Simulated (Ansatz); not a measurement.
# MgRh (Pm-3m): phonons and vibrational spectra, part 2 of 2

The cell of MgRh (Pm-3m) is at rest. What are its phonons? After the zone centre comes a 4×4×4 q mesh on a 16×16×16 k mesh.

Ansatz 0.2.0; DFT PBEsol, scalar-relativistic, plane waves, PAW; PAW set soft_1.

So far. Step 2 (Linear response at the zone centre): Before it was imposed, the acoustic sum rule was missed by 4.7e-5 eV/Å². Small misses are needed for a sound result but don't prove that mesh and cutoff are converged. The lowest optical mode is real, 286 cm⁻¹.

**3. Phonons on a q mesh**

Stability and thermal properties need the whole zone. Linear response on a 4×4×4 q mesh gives force constants as far as a supercell of that size would.

Contents of input.yaml:

```yaml
crystal:
  lattice:
    - [3.0826217248, 0.0, 0.0]
    - [0.0, 3.0826217248, 0.0]
    - [0.0, 0.0, 3.0826217248]
  atoms:
    - { symbol: Mg, position: [0.0, 0.0, 0.0] }
    - { symbol: Rh, position: [0.5, 0.5, 0.5] }
kpoints:
  mp_grid: { grid: [16, 16, 16] }
hamiltonian:
  xc: pbesol
  pseudopotentials: { kind: paw, azcp: { folder: soft_1 }, xc_functional: pbe }
scf:
  occupations: { method: methfessel_paxton, width: 0.2 }
output:
  eigenvalues: true
phonons:
  method: dfpt
  qmesh: [4, 4, 4]
  temperatures: { t_max: 1000, t_step: 50 }
  qpath:
    path:
      - [[0.0, 0.0, 0.0], [0.0, 0.5, 0.0], [0.5, 0.5, 0.0], [0.0, 0.0, 0.0], [0.5, 0.5, 0.5], [0.0, 0.5, 0.0]]
      - [[0.5, 0.5, 0.5], [0.5, 0.5, 0.0]]
    npoints: 10
```

Launch:

```
$ ansatz run input.yaml --threads 4 --pin off --max-ram 10240MiB --backend cpu --events-out ev --progress --plain --runs-dir out
```

Numbers of over 12 decimals in the logs are rounded to 6 here.

The program printed:

```text
[...]
Crystal: 2 atoms, lattice volume = 29.293 Å³
Basis set: ecut = 420 eV, 587 PW (Γ), exchange–correlation on 48×48×48 points (8 copies of the dense FFT grid, shifted against one another)
Bands: 18, of which v1, the nominal top of the filled ones, is band 14 counted from 1 (13 counted from 0)
Symmetry: 48 space group operations
k-points: 165 of 4096
[...]
SCF iter   1: F=—  HF=-8253.550417 eV  |F-HF|=—  |Δ(HF+E_count)|=         —  Δρ=1.63e-1  dr2=1.02e1  ethr=3.10e-3  ⟨swp⟩=5.0  Hψ=14837  notcnv=0
[...]
SCF iter   9: F=-8251.602636 eV  HF=-8251.602636 eV  |F-HF|=0.00e0  |Δ(HF+E_count)|=  7.28e-12  S|Δr|=    0.00e0  Δρ=5.58e-8  dr2=2.46e-13  ethr=1.00e-12  ⟨swp⟩=6.1  Hψ=12801  notcnv=0
SCF 1 converged in 9 iterations: F = -8251.602636 eV  dr2 = 2.46e-13
[...]
phonons: the bands overlap, so this run is a metal and interpolates without the dipole-dipole term. If the crystal is really an insulator or semiconductor, its LO-TO splitting is missing
NSCF: frozen V_eff on 165 k-points
WARN: eigensolver did not converge in 4 slots of this pass, the one above among them; of largest residual over every band (k=42): 1 band(s) unlocked (lowest unlocked band 17, counted from 0; max residual 1.09e-4 eV among the unlocked bands, 1.09e-4 eV over every band); of lowest unlocked band (k=39): band 17
[...]
DFPT response loops at q = (0, 0, 0) (fractional): preconditioner auto → Kerker (q_TF=auto, 2.691 Å⁻¹) (partly filled bands, converged f_vac=0.000); β = 1.00, the filter's whole step (`scf.mixing.beta` (0.50) is not read by the response loops under this deck's `scf.mixing.preconditioner`; to damp them name `kerker` or `kerker_dos`, under which they read `scf.mixing.beta`, and type it under 1.00, their step now; both keys bind the ground state too); Broyden in place of MSR1
[...]
SCF converged after 9 iterations
[...]
Free energy (F): -8251.602636 eV
[...]
Internal energy: -8251.603990 eV  (E = F + TS)
E sigma→0 (E₀):  -8251.602974 eV
Entropy (-TS):   0.001354 eV (0.677 meV/atom)
Fermi energy:    14.030427 eV
[...]
--- Band table (eV; the first three rows and the last of 165) ---
  k-point 0: bands = [... 10 lower, 11.0726, 13.8684, 13.8684, 13.8684, 22.4332, 22.4332, 22.4332, 25.5993]
  k-point 1: bands = [... 10 lower, 11.1061, 13.8196, 13.8196, 13.8738, 21.8914, 22.5376, 22.5376, 25.5019]
  k-point 2: bands = [... 10 lower, 11.2006, 13.6850, 13.6850, 13.8892, 20.7792, 22.8371, 22.8371, 25.2303]
  k-point 164: bands = [... 10 lower, 10.8864, 14.8205, 14.8205, 18.6470, 18.6470, 18.6470, 21.6354, 23.3351]
--- Phonons (Γ-DFPT): 2 representative perturbations + reference (Σ response iterations 7) ---
  ASR residual: 4.780e-5 → 0.000e0 eV/Å²; symmetrization residual: 2.507e-6 eV/Å²
  ASR residual per site (eV/Å²): 4.78e-5 6.86e-6
  Γ frequencies (cm⁻¹): 0.00 0.00 0.00 285.55 285.55 285.55
--- Phonons (arbitrary-q DFPT): 10 irreducible q on the 4×4×4 mesh ---
  q = [0.0000, 0.0000, 0.0000] (star 1, of the zone-centre solve; hermiticity 8.50e-7, symmetrization 3.61e-12): -0.00 -0.00 0.00 285.55 285.55 285.55
  q = [0.0000, 0.0000, 0.2500] (star 6, 4 solved perturbations in 4032 linear systems a pass and spin channel, the states on 1296 of 4096 k-point pairs; hermiticity 9.32e-7, symmetrization 1.59e-12): 86.65 86.65 106.14 274.72 274.72 303.93
[...]
q = [0.0000, 0.2500, -0.5000] (star 12, 6 solved perturbations on 1296 of 4096 k-point pairs; hermiticity 7.74e-7, symmetrization 2.66e-14): 101.64 113.00 141.31 255.93 299.75 328.38
[...]
sum rule: each row above includes the acoustic sum rule's correction from the zone centre's row sums; it moved no ω² by more than (0.73 cm⁻¹)²
  mesh force constants: q→R imaginary residual 3.47e-18; ASR residual 4.780e-5 → 0.000e0 eV/Å²; symmetrization residual 5.329e-15 eV/Å²
  interpolated dispersion: 62 rows × 6 modes
  density of states and harmonic sums: on the 20×20×20 q-mesh, interpolated from the force constants of a 4×4×4 supercell (no non-analytic term)
  largest difference from the sums on the solved wave vectors: F 1.24e-2 eV, S 1.64e-5 and C_V 4.01e-6 eV/K
  zero-point energy: 0.075674 eV/cell   skipped modes (ω ≤ 0): 3   left out of the sums: 6.25e-5 of the cell's modes: C_V's classical limit lies that fraction below 3 k_B per atom; for a crystal, a wire or a layer, F and S can be off by more, and a phonons.interpolated_qmesh denser along its periods is the remedy for the sampling
```

Wall time 8.5 min (4 threads of Arm Neoverse V1, shared host); peak memory 2.8 GiB; 33 min of CPU time.

This step gave:

```
sum-rule residual before enforcement                       : 4.78e-5 eV/Å²
lowest frequency on the path                               : 0 cm⁻¹
highest frequency on the path or at a solved wavevector    : 330.0 cm⁻¹
mean frequency                                             : 203.5 cm⁻¹
Debye temperature (second moment)                          : 418 K
logarithmic mean frequency                                 : 177.5 cm⁻¹
lowest mode on the q mesh (acoustic modes at Γ apart)      : 58.79 cm⁻¹
zero-point energy per atom                                 : 37.84 meV
heat capacity at 300 K                                     : 22.73 J/(mol atoms K)
vibrational entropy at 300 K                               : 30.11 J/(mol atoms K)
edges of the widest gap between branches, on path and mesh : 149.2, 254.1 cm⁻¹
```

Frequencies (cm⁻¹) solved at each irreducible wavevector; negative means imaginary. Frequencies by wavevector, by row:

| q in reciprocal lattice units | star | mode 1 | mode 2 | mode 3 | mode 4 | mode 5 | mode 6 |
| --- | --- | --- | --- | --- | --- | --- | --- |
| 0 0 0 | 1 | 0 | 0 | 0 | 285.6 | 285.6 | 285.6 |
| 0 0 0.25 | 6 | 86.7 | 86.7 | 106.1 | 274.7 | 274.7 | 303.9 |
| 0 0 -0.5 | 3 | 137.4 | 137.4 | 141.4 | 258.5 | 258.5 | 327.9 |
| 0 0.25 0.25 | 12 | 58.8 | 112.4 | 138.9 | 266.5 | 296.4 | 305 |
| 0 0.25 -0.5 | 12 | 101.6 | 113 | 141.3 | 255.9 | 299.8 | 328.4 |
| 0 -0.5 -0.5 | 3 | 64 | 64 | 149.2 | 254.1 | 330 | 330 |
| 0.25 0.25 0.25 | 8 | 100.4 | 100.4 | 134.1 | 293.6 | 298.1 | 298.1 |
| 0.25 0.25 -0.5 | 12 | 101.2 | 114.1 | 137.1 | 289.2 | 299.3 | 325.3 |
| 0.25 -0.5 -0.5 | 6 | 99.2 | 99.2 | 143.9 | 288.1 | 324.5 | 324.5 |
| -0.5 -0.5 -0.5 | 1 | 130.7 | 130.7 | 130.7 | 319.6 | 319.6 | 319.6 |

Interpolated from a 4×4×4 q mesh. The phonon branches at the labelled points (cm⁻¹):

| point | branch 1 | branch 2 | branch 3 | branch 4 | branch 5 | branch 6 |
| --- | --- | --- | --- | --- | --- | --- |
| Γ | 0 | 0 | 0 | 286 | 286 | 286 |
| halfway | 87 | 87 | 106 | 275 | 275 | 304 |
| X | 137 | 137 | 141 | 258 | 258 | 328 |
| halfway | 102 | 113 | 141 | 256 | 300 | 328 |
| M | 64 | 64 | 149 | 254 | 330 | 330 |
| halfway | 59 | 112 | 139 | 266 | 296 | 305 |
| Γ | 0 | 0 | 0 | 286 | 286 | 286 |
| halfway | 100 | 100 | 134 | 294 | 298 | 298 |
| R | 131 | 131 | 131 | 320 | 320 | 320 |
| halfway | 101 | 114 | 137 | 289 | 299 | 325 |
| X | 137 | 137 | 141 | 258 | 258 | 328 |
| jump to R | 131 | 131 | 131 | 320 | 320 | 320 |
| halfway | 99 | 99 | 144 | 288 | 324 | 324 |
| M | 64 | 64 | 149 | 254 | 330 | 330 |

The phonon branches as a text plot (rows in cm⁻¹):

```
    323 |     *************                 *********************
    309 |   **      *     ****           ****    ***       *
    296 |  *       *         ***     ****          ***      *
    282 |***      *            *********             **      *
    268 |   ***              **                       ***     *
    254 |      **************                           **     **
    241 |
    227 |
    213 |
    199 |
    186 |
    172 |
    158 |
    144 |      ************  *         *                 *  *****
    131 |     *****        ** *      ** *   ****************
    117 |    **   **      *  *           ****    ******    *
    103 |   **      *          *        *          ***      **
     89 |   *       **   *    *     *  *
     76 |  *         ** *      **                             **
     62 |              *******       **                         *
     48 | **                  * *  **
     34 | *                    ***
     21 |*                       * *
      7 |                         *
         Γ      X      M          Γ            R        X|R     M
```

Tetrahedra on a 20×20×20 mesh, mean over bins of 5 cm-1. Interpolated from a 4×4×4 q mesh. Phonon density of states against wavenumber; read off at these points:

wavenumber (cm⁻¹), phonon density of states (1/cm⁻¹/cell) and a bar:
```
        2     0.0000 
       12     0.0001 
       28     0.0009 
       38     0.0018 #
       48     0.0034 #
       58     0.0058 ##
       72     0.0201 ######
       82     0.0239 ########
       92     0.0288 #########
      102     0.0338 ###########
      118     0.0386 ############
      128     0.0352 ###########
      138     0.0948 ##############################
      152     0.0000 
      162     0.0000 
      172     0.0000 
      182     0.0000 
      198     0.0000 
      208     0.0000 
      218     0.0000 
      232     0.0000 
      242     0.0000 
      252     0.0012 
      262     0.0335 ###########
      278     0.0408 #############
      282     0.0415 #############
      288     0.0369 ############
      298     0.0321 ##########
      308     0.0354 ###########
      322     0.0701 ######################
      332     0.0001
```

Phonopy on the run's constants, 19x19x19 mesh, Gaussian sigma 2.6 cm-1. Interpolated from a 4×4×4 q mesh. Partial phonon density of states against wavenumber; read off at these points; values in 1/cm⁻¹/cell:

| wavenumber (cm⁻¹) | Mg | Rh |
| --- | --- | --- |
| -10.0 | 0 | 0 |
| 0.0 | 1.0e-5 | 5.0e-5 |
| 10.0 | 8.3e-6 | 1.7e-5 |
| 20.0 | 8.3e-5 | 3.6e-4 |
| 30.0 | 2.4e-4 | 0.00110 |
| 40.0 | 4.0e-4 | 0.00190 |
| 50.0 | 6.3e-4 | 0.00315 |
| 60.0 | 0.00117 | 0.00643 |
| 70.0 | 0.00251 | 0.0152 |
| 80.0 | 0.00282 | 0.0185 |
| 90.0 | 0.00310 | 0.0224 |
| 100.0 | 0.00356 | 0.0292 |
| 110.0 | 0.00315 | 0.0330 |
| 120.0 | 0.00231 | 0.0339 |
| 130.0 | 0.00138 | 0.0421 |
| 137.0 | 8.5e-4 | 0.0762 |
| 140.0 | 4.5e-4 | 0.0623 |
| 150.0 | 2.6e-6 | 0.00573 |
| 160.0 | 0 | 0 |
| 170.0 | 0 | 0 |
| 180.0 | 0 | 0 |
| 190.0 | 0 | 0 |
| 200.0 | 0 | 0 |
| 210.0 | 0 | 0 |
| 220.0 | 0 | 0 |
| 230.0 | 0 | 0 |
| 240.0 | 0 | 0 |
| 250.0 | 8.6e-4 | 0 |
| 260.0 | 0.0290 | 6.0e-4 |
| 270.0 | 0.0335 | 0.00216 |
| 280.0 | 0.0392 | 0.00367 |
| 281.7 | 0.0409 | 0.00376 |
| 290.0 | 0.0348 | 0.00317 |
| 300.0 | 0.0327 | 0.00303 |
| 302.1 | 0.0336 | 0.00306 |
| 310.0 | 0.0359 | 0.00330 |
| 320.0 | 0.0566 | 0.00486 |
| 324.7 | 0.0627 | 0.00567 |
| 330.0 | 0.0241 | 0.00237 |
| 340.0 | 2.3e-6 | 0 |

Second derivatives of the energy by pair, one row for each kind of neighbour of each atom listed. Each entry sums the pair over the periodic images of the supercell that the q mesh stands for, and in a polar crystal it holds the long-range dipole part too. Force constants by pair, by row:

| atom | neighbour | distance (Å) | third of the trace (eV/Å²) | along the pair's line (eV/Å²) |
| --- | --- | --- | --- | --- |
| Mg1 | itself | 0 | 7.365 | – |
| Mg1 | Rh | 2.67 | -0.7309 | -2.382 |
| Mg1 | Mg | 3.083 | -0.2162 | -0.7386 |
| Mg1 | Mg | 4.359 | 0.0068 | -0.0353 |
| Mg1 | Rh | 5.112 | -0.0021 | 0.0067 |
| Mg1 | Mg | 5.339 | -0.0336 | -0.1026 |
| Mg1 | Mg | 6.165 | 0.0111 | 0.0021 |
| Mg1 | Rh | 6.718 | 5.00e-4 | 0.0065 |
| Mg1 | Mg | 6.893 | -0.0038 | 8.00e-4 |
| Rh2 | itself | 0 | 7.153 | – |
| Rh2 | Mg | 2.67 | -0.7309 | -2.382 |
| Rh2 | Rh | 3.083 | -0.1098 | -0.0907 |
| Rh2 | Rh | 4.359 | -0.0823 | -0.218 |
| Rh2 | Mg | 5.112 | -0.0021 | 0.0067 |
| Rh2 | Rh | 5.339 | 0.0018 | -0.0054 |
| Rh2 | Rh | 6.165 | -0.0074 | -0.0254 |
| Rh2 | Mg | 6.718 | 5.00e-4 | 0.0065 |
| Rh2 | Rh | 6.893 | 0.0329 | 0.046 |

Harmonic thermodynamic functions per atom, from the density of states. Interpolated from a 4×4×4 q mesh. Thermodynamic functions, by row:

| T (K) | F_vib (meV/atom) | S (J/mol-atom/K) | C_V (J/mol-atom/K) |
| --- | --- | --- | --- |
| 0 | 37.84 | 0 | 0 |
| 50 | 37.44 | 2.778 | 6.044 |
| 100 | 34.31 | 9.387 | 13.4 |
| 200 | 18.11 | 21.31 | 20.45 |
| 300 | -8.76 | 30.11 | 22.73 |
| 400 | -43.57 | 36.79 | 23.65 |
| 500 | -84.56 | 42.12 | 24.1 |
| 600 | -130.6 | 46.54 | 24.35 |
| 700 | -180.8 | 50.31 | 24.5 |
| 800 | -234.7 | 53.59 | 24.61 |
| 900 | -291.8 | 56.49 | 24.68 |
| 1000 | -351.7 | 59.09 | 24.73 |

Harmonic mean-square displacement, third of the trace. Interpolated from a 4×4×4 q mesh. Mean square displacements, by row:

| T (K) | Mg1 U_eq (Å²) | Rh2 U_eq (Å²) |
| --- | --- | --- |
| 0 | 0.00279 | 0.00151 |
| 100 | 0.00354 | 0.00265 |
| 300 | 0.00716 | 0.00696 |
| 600 | 0.01352 | 0.01372 |

Symmetry leaves 10 wavevectors to solve. The lowest mode among them, the acoustic zeros apart, lies at q = (0, 0.25, 0.25) and is real, 58.8 cm⁻¹.

**4. Another isotope**

An isotope changes the mass and not the force constants, so no new electronic calculation is needed; the shifts show which modes move this element.

The same force constants with the mass of Mg changed from 24.305 to 25.983 u (phonopy, no LO-TO term). Both lists are sorted by frequency; levels can cross, so a row need not hold one and the same mode. Modes under 3 cm⁻¹ are left out. Isotope shifts, by row:

| q | rank | natural mass (cm⁻¹) | changed mass (cm⁻¹) |
| --- | --- | --- | --- |
| 0 0 0 | 4 | 285.6 | 278 |
| 0 0 0 | 5 | 285.6 | 278 |
| 0 0 0 | 6 | 285.6 | 278 |
| 0 0 0.25 | 1 | 86.65 | 86.24 |
| 0 0 0.25 | 2 | 86.65 | 86.24 |
| 0 0 0.25 | 3 | 106.1 | 105.9 |
| 0 0 0.25 | 4 | 274.7 | 266.9 |
| 0 0 0.25 | 5 | 274.7 | 266.9 |
| 0 0 0.25 | 6 | 303.9 | 294.7 |
| 0 0 -0.5 | 1 | 137.4 | 137.4 |
| 0 0 -0.5 | 2 | 137.4 | 137.4 |
| 0 0 -0.5 | 3 | 141.4 | 141.4 |
| 0 0 -0.5 | 4 | 258.5 | 250 |
| 0 0 -0.5 | 5 | 258.5 | 250 |
| 0 0 -0.5 | 6 | 327.9 | 317.1 |
| 0 0.25 0.25 | 1 | 58.79 | 58.49 |
| 0 0.25 0.25 | 2 | 112.4 | 112.1 |
| 0 0.25 0.25 | 3 | 138.9 | 138.9 |
| 0 0.25 0.25 | 4 | 266.5 | 258.5 |
| 0 0.25 0.25 | 5 | 296.4 | 286.6 |
| 0 0.25 0.25 | 6 | 305 | 296.6 |

A mode of this element alone would shift by -3.28 %. The highest zone-centre frequency without the field goes from 285.6 to 278.0 cm⁻¹ (-2.6 %). The product of the frequency ratios over all optical modes at Γ is 0.923; the product rule, (m/m′)^(3k/2) (M′/M)^(3/2) with k = 1 such atoms and M the mass of the cell, gives 0.923.

**5. What came out**

```
space group (within 0.01 Å)                             : Pm-3m
volume per atom                                         : 14.6 Å³
electronic character                                    : no gap on this mesh
highest optical mode at the zone centre (no LO-TO term) : 286 cm⁻¹
lowest optical zone-centre mode                         : 286 cm⁻¹
lowest mode on the q mesh (acoustic modes at Γ apart)   : 58.8 cm⁻¹
highest frequency on the path or at a solved wavevector : 330 cm⁻¹
zero-point energy per atom                              : 37.8 meV
heat capacity at 300 K                                  : 22.7 J/(mol atoms K)
vibrational entropy at 300 K                            : 30.1 J/(mol atoms K)
Debye temperature (second moment)                       : 418 K
imaginary modes on the 4×4×4 q mesh                     : none
```

In words: The structure is a minimum as far as tested: no mode is imaginary at the 10 irreducible wavevectors of the 4×4×4 mesh, and the softest away from the acoustic zeros lies at 59 cm⁻¹. The optical modes at Γ form one degenerate level at 286 cm⁻¹. The highest mode in this list at Γ, 285.6 cm⁻¹, is mostly motion of Mg (81 % of the kinetic energy). On the path and the mesh, the widest gap between branches runs from 149 to 254 cm⁻¹. With no gap, or one that is small against the smearing, the frequencies hang on the k mesh and the smearing, most of all near Kohn anomalies. The phonon runs are without spin polarisation, although the cell has an odd electron count. The PAW files were made for PBE and serve the other functionals too. A phonon run warned that its eigensolver left some bands unconverged in a pass. These are harmonic frequencies at zero temperature: anharmonic shifts, linewidths and thermal expansion are left out.

[Logs are printed without paths, hosts, clocks, repeated set-up lines and the standing remarks that a program may print on its own settings, such as how far it seeks lower states.]

[Hosts, paths, dates, database ids (printed as entryN), source tags and the programs' standing remarks are cut or masked in the printed files.]
